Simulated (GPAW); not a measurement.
# Ga K-edge XANES of zinc-blende (GaAs)₁₋ₓ(GaP)ₓ at x = 0.25

What does the Ga K edge look like in zinc-blende (GaAs)₁₋ₓ(GaP)ₓ at x = 0.25?

Main program and level: GPAW 26.7.0; X-ray absorption from dipole matrix elements to empty bands, plane-wave PAW LDA.

Most raw output is cut from this account.

### Step 1. The structure

The cell holds 16 atoms: 8 Ga, 6 As and 2 P. Its edges and angles: a = 7.923 Å, b = 7.923 Å, c = 7.923 Å, α = 60.0°, β = 60.0°, γ = 60.0°. 16-atom zinc-blende cell, 2 of 8 As sites taken by P at random, lattice constants typed for the ends and interpolated (Vegard).

### Step 2. Relaxation

Bond lengths around the absorber set the edge shape, so the atoms are relaxed before any spectrum.

Contents of relax.py:

```python
import numpy as np
from ase import Atoms
from ase.parallel import parprint, paropen
from gpaw import GPAW, PW, FermiDirac, Mixer, MixerDif, setup_paths
from ase.optimize import BFGS

atoms = Atoms('GaAsGaPGaAsGaAsGaAsGaPGaAsGaAs',
    cell=[[0, 5.6025, 5.6025],
     [5.6025, 0, 5.6025],
     [5.6025, 5.6025, 0]],
    scaled_positions=[[0.001212, 0.999653, 0.002029],
     [0.123604, 0.125553, 0.121408],
     [0.999752, 0.000113, 0.500196],
     [0.123959, 0.123808, 0.626607],
     [0.998294, 0.502141, 0.003538],
     [0.124035, 0.621893, 0.123727],
     [0.999792, 0.499604, 0.498899],
     [0.12082, 0.625836, 0.62231],
     [0.500219, 0.997354, 0.997755],
     [0.623649, 0.128045, 0.12772],
     [0.501185, 0.001441, 0.4975],
     [0.621667, 0.128118, 0.624628],
     [0.502069, 0.498651, 0.000187],
     [0.623718, 0.627119, 0.12442],
     [0.499505, 0.501168, 0.499805],
     [0.626748, 0.63016, 0.62295]],
    pbc=True)
atoms.calc = GPAW(legacy_gpaw=True, mode=PW(400, force_complex_dtype=True), xc='LDA', setups={},
    kpts={'size': (3, 3, 3), 'gamma': True}, occupations=FermiDirac(0.08),
    charge=0, mixer=Mixer(0.1, 5, 50), maxiter=150,
    convergence={'density': 0.0001, 'eigenstates': 1e-6}, txt='relax.txt')
steps = []
opt = BFGS(atoms, logfile='-')
opt.attach(lambda: steps.append([atoms.get_potential_energy(), float(np.linalg.norm(atoms.get_forces(), axis=1).max())]))
done = opt.run(fmax=0.05, steps=30)
out = dict(done=bool(done), steps=steps, frac=atoms.get_scaled_positions().tolist())
import json
with paropen('out.json', 'w') as f:
    json.dump(out, f)
```

The run is started by

```
OMP_NUM_THREADS=1 mpirun -n 4 gpaw python relax.py
```

Run time: 2.1 min. Hardware: 4 MPI ranks of Arm Neoverse V1, shared host; peak memory 0.32 GiB.

In 4 steps the energy fell by 162 meV (energies extrapolated to zero smearing) and the largest force to 0.049 eV/Å. Atom 11 (Ga; the text counts from 1, the script from 0) is among those that moved most, by 0.06 Å.

### Step 3. Ground state of the crystal

A plain self-consistent run shows whether there is a gap, which decides the set-up of the core-hole run.

Contents of scf.py:

```python
import numpy as np
from ase import Atoms
from ase.parallel import parprint, paropen
from gpaw import GPAW, PW, FermiDirac, Mixer, MixerDif, setup_paths
from gpaw.test import gen
setup_paths.insert(0, '.')
gen('Ga', name='nch1s', xcname='LDA', corehole=(1, 0, 0), write_xml=True)
from gpaw.mpi import world
world.barrier()

atoms = Atoms('GaAsGaPGaAsGaAsGaAsGaPGaAsGaAs',
    cell=[[0, 5.6025, 5.6025],
     [5.6025, 0, 5.6025],
     [5.6025, 5.6025, 0]],
    scaled_positions=[[0.0015729, 0.0013488, 0.9944616],
     [0.1246141, 0.1256891, 0.1245433],
     [0.9948861, 0.0048835, 0.503437],
     [0.1242876, 0.1240652, 0.6257829],
     [0.9989112, 0.5006643, 0.9990367],
     [0.1258338, 0.6242932, 0.1242897],
     [0.0021127, 0.4920962, 0.5014627],
     [0.1231598, 0.6256097, 0.6244138],
     [0.5016534, 0.0033918, 0.9924718],
     [0.624733, 0.1251596, 0.1242665],
     [0.4947462, 0.0065955, 0.5036555],
     [0.6241002, 0.1273927, 0.624069],
     [0.5010264, 0.5003642, 0.9987434],
     [0.6237413, 0.6258321, 0.1257385],
     [0.4999407, 0.4961444, 0.5033135],
     [0.6249438, 0.6271152, 0.623997]],
    pbc=True)
atoms.calc = calc = GPAW(legacy_gpaw=True, mode=PW(400, force_complex_dtype=True), xc='LDA', setups={0: 'nch1s'},
    kpts={'size': (3, 3, 3), 'gamma': True}, occupations=FermiDirac(0.05),
    charge=0, mixer=Mixer(0.1, 5, 50), maxiter=150,
    convergence={'density': 0.0001, 'eigenstates': 1e-6}, txt='scf.txt')
energy = atoms.get_potential_energy() + calc.get_reference_energy()
ef = calc.get_fermi_level()
out = dict(energy=energy, fermi=ef, forces=atoms.get_forces().tolist())
parprint(f'all-electron energy {energy:.4f} eV, Fermi level {ef:.4f} eV')
ev = np.array([[calc.get_eigenvalues(k, s) for k in range(len(calc.get_ibz_k_points()))] for s in range(calc.get_number_of_spins())])
out['homo'], out['lumo'], out['counts'] = ev[ev < ef].max(), ev[ev > ef].min(), sorted(set((ev < ef).sum((0, 2)).tolist()))
out['filled'] = (ev[:, 0] < ef).sum(1).tolist()
import json
with paropen('out.json', 'w') as f:
    json.dump(out, f)
```

The run is started by

```
OMP_NUM_THREADS=1 mpirun -n 4 gpaw python scf.py
```

It took 40 s on 4 MPI ranks; peak memory 0.32 GiB.

The mesh shows a gap of 0.63 eV. The excited electron is kept all the same, so that all members of the series, with or without a gap, are treated alike.

### Step 4. Cell without a hole, the energy reference

The photon energy needs a difference of total energies, so the cell and mesh of the coming hole run are first run without a hole.

scf.py, as its differences from that of step 3:

```diff
@@ -32,3 +32,3 @@
 atoms.calc = calc = GPAW(legacy_gpaw=True, mode=PW(400, force_complex_dtype=True), xc='LDA', setups={0: 'nch1s'},
-    kpts={'size': (3, 3, 3), 'gamma': True}, occupations=FermiDirac(0.05),
+    kpts={'size': (3, 3, 3), 'gamma': True}, occupations=FermiDirac(0.02),
     charge=0, mixer=Mixer(0.1, 5, 50), maxiter=150,
```

The job ended after 39 s (4 MPI ranks; peak memory 0.32 GiB).

Reference energy: -809607.225 eV with the cores included.

### Step 5. Spectrum with XCH, Ga atom 1

The holes are 7.9 Å apart. In GPAW the data set carries the hole's charge, so charge=0 means a charged cell and charge=-1 a neutral one. The excited electron is kept in the cell, where it fills the lowest empty states and screens the hole. After the field has converged, empty bands are computed with the density fixed and the dipole matrix elements are summed.

The absorber has 1 P at 2.39 Å and 3 As at 2.44 Å (tetrahedral).

Contents of xas.py:

```python
import numpy as np
from ase import Atoms
from ase.parallel import parprint, paropen
from gpaw import GPAW, PW, FermiDirac, Mixer, MixerDif, setup_paths
from gpaw.test import gen
setup_paths.insert(0, '.')
gen('Ga', name='fch1s', xcname='LDA', corehole=(1, 0, 1), write_xml=True)
from gpaw.mpi import world
world.barrier()

atoms = Atoms('GaAsGaPGaAsGaAsGaAsGaPGaAsGaAs',
    cell=[[0, 5.6025, 5.6025],
     [5.6025, 0, 5.6025],
     [5.6025, 5.6025, 0]],
    scaled_positions=[[0.0015729, 0.0013488, 0.9944616],
     [0.1246141, 0.1256891, 0.1245433],
     [0.9948861, 0.0048835, 0.503437],
     [0.1242876, 0.1240652, 0.6257829],
     [0.9989112, 0.5006643, 0.9990367],
     [0.1258338, 0.6242932, 0.1242897],
     [0.0021127, 0.4920962, 0.5014627],
     [0.1231598, 0.6256097, 0.6244138],
     [0.5016534, 0.0033918, 0.9924718],
     [0.624733, 0.1251596, 0.1242665],
     [0.4947462, 0.0065955, 0.5036555],
     [0.6241002, 0.1273927, 0.624069],
     [0.5010264, 0.5003642, 0.9987434],
     [0.6237413, 0.6258321, 0.1257385],
     [0.4999407, 0.4961444, 0.5033135],
     [0.6249438, 0.6271152, 0.623997]],
    pbc=True)
atoms.calc = calc = GPAW(legacy_gpaw=True, mode=PW(400, force_complex_dtype=True), xc='LDA', setups={0: 'fch1s'},
    kpts={'size': (3, 3, 3), 'gamma': True}, occupations=FermiDirac(0.04),
    charge=-1, mixer=Mixer(0.1, 5, 50), maxiter=150,
    convergence={'density': 0.0001, 'eigenstates': 1e-6}, txt='scf.txt')
energy = atoms.get_potential_energy() + calc.get_reference_energy()
ef = calc.get_fermi_level()
out = dict(energy=energy, fermi=ef, forces=atoms.get_forces().tolist())
parprint(f'all-electron energy {energy:.4f} eV, Fermi level {ef:.4f} eV')
ev = np.array([[calc.get_eigenvalues(k, s) for k in range(len(calc.get_ibz_k_points()))] for s in range(calc.get_number_of_spins())])
out['homo'], out['lumo'], out['counts'] = ev[ev < ef].max(), ev[ev > ef].min(), sorted(set((ev < ef).sum((0, 2)).tolist()))
out['filled'] = (ev[:, 0] < ef).sum(1).tolist()

from ase.units import Ha
from gpaw.xas import dipole_matrix_elements
nb = int(calc.get_number_of_electrons() / 2) + 180
top, nb = nb, nb + 8 + nb // 12
nscf = calc.fixed_density(kpts={'size': (4, 4, 4), 'gamma': True}, nbands=nb,
    convergence={'bands': top, 'eigenstates': 5e-3}, maxiter=60, txt='nscf.txt')
cell = atoms.cell.array
ops = [cell.T @ U.T @ np.linalg.inv(cell.T) for U in nscf.wfs.kd.symmetry.op_scc]
filled = [32]  # bands filled in the ground state, by spin
E = np.arange(-6, 30, 0.1)
fwhm = np.interp(E, [4, 25], [1.82, 3.5])
Y, X, zero, highest = 0, 0, 1e9, 1e9
for spin in range(nscf.get_number_of_spins()):
    wfs = nscf.wfs
    mine = wfs.bd.get_slice()  # this rank's bands
    A = dipole_matrix_elements(wfs.setups[0])
    eps = np.zeros((wfs.kd.nibzkpts, nb))
    d = np.zeros((3, A.shape[1], wfs.kd.nibzkpts, nb), complex)
    for kpt in wfs.kpt_u:
        if kpt.s == spin and 0 in kpt.P_ani:
            eps[kpt.k, mine] = kpt.eps_n * Ha
            d[:, :, kpt.k, mine] = (kpt.weight * wfs.nspins / 2) ** 0.5 * np.inner(A, kpt.P_ani[0])
    world.sum(eps)
    world.sum(d)
    T = np.einsum('amkn,bmkn->abkn', d, d.conj()).real
    T = sum(np.einsum('ai,ijkn,bj->abkn', R, T, R) for R in ops) / len(ops)
    empty = np.ones_like(eps, bool) & (np.arange(nb) >= filled[spin])
    zero, highest = min(zero, eps[empty].min()), min(highest, eps[:, top - 1].min())
    lines = [(eps, T, empty)] if spin == 0 else lines + [(eps, T, empty)]
for eps, T, empty in lines:
    f = np.einsum('aakn->akn', T).reshape(3, -1)
    x = eps.ravel() - zero
    w = np.interp(x, E, fwhm) / 2.35482
    g = np.exp(-0.5 * ((E[:, None] - x) / w) ** 2) / (w * (2 * np.pi) ** 0.5)
    Y = Y + (f * empty.ravel()) @ g.T
    X = X + (f * ~empty.ravel()) @ g.T
out.update(E=E.round(2).tolist(), xas=Y.tolist(), xes=X.tolist(), zero=zero, valid=highest - zero, nk=len(eps), nb=nb)
for i in range(0, len(E), 10):
    parprint(f'{E[i]:7.2f}', *(f'{v:10.3e}' for v in Y[:, i]))
import json
with paropen('out.json', 'w') as f:
    json.dump(out, f)
```

The run is started by

```
OMP_NUM_THREADS=1 mpirun -n 4 gpaw python xas.py
```

Elapsed: 5.9 min, on 4 MPI ranks; peak memory 0.71 GiB.

The Ga K spectrum, Ga atom 1, excited-electron core hole (neutral cell) (energy from the bottom of the conduction band, which holds the excited electron; intensity scaled to a mean of 1 over the first 20 eV):

```
E (eV)  intensity
  -2.0       0.00
  -1.0       0.01
   0.0       0.10
   1.0       0.46
   2.0       0.96
   3.0       1.37
   4.0       1.79
   5.0       1.63
   6.0       1.16
   7.0       1.02
   8.0       0.98
   9.0       0.90
  10.0       0.96
  11.0       1.12
  12.0       1.21
  13.0       1.13
  14.0       0.95
  15.0       0.78
  16.0       0.70
  17.0       0.72
  18.0       0.78
  19.0       0.79
  20.0       0.77
  21.0       0.76
  22.0       0.75
  23.0       0.73
  24.0       0.71
  25.0       0.71
  26.0       0.74
  27.0       0.78
```

Main maxima below 26 eV (height): 4.2 eV (1.83), 12.0 eV (1.21) and 18.6 eV (0.80). A K edge sees empty p states on the absorber.

The energy difference (zero at 10381 eV) isn't read as a photon energy: for so heavy an absorber the terms left out (the hole's spin, the functional's error) amount to tens of eV or more.

### Step 6. What came out

```yaml
absorber_and_edge: Ga K, atom 1 of the ground-state input (counted from 1)
surroundings: 1 P at 2.39 Å and 3 As at 2.44 Å (tetrahedral)
highest_intensity_below_24_ev: 4.2 eV above the zero, height 1.83
```

In words: The Ga K edge of atom 1, with 1 P at 2.39 Å and 3 As at 2.44 Å (tetrahedral), has its highest intensity of the first 24 eV at 4.2 eV above the zero, 1.8 times the mean level of the first 20 eV (Gaussian full width 1.82 eV up to 4 eV, rising linearly to 3.5 eV at 25 eV). The script folds with a Gaussian, whereas the core hole's own line is a Lorentzian, so the onset is too steep and the first peak too high. Lifetime broadening is put in by hand, and intensities beyond about 20 eV depend on it and on the partial waves; weight that the partial waves miss at high energy is lost.

[Logs are printed without paths, hosts, clocks, repeated set-up lines and the standing remarks that a program may print on its own settings, such as how far it seeks lower states.]

[Hosts, paths, dates, database ids (printed as entryN), source tags and the programs' standing remarks are cut or masked in the printed files.]

[Lists of maxima count a maximum above −3 eV only where it reaches 4 % of the highest in the window and stands out from its surroundings by 2 % of it (1.5 % where it reaches 55 %); shoulders and weaker maxima are passed over, and of the rest the first, up to two pre-edge ones and the few strongest are named.]
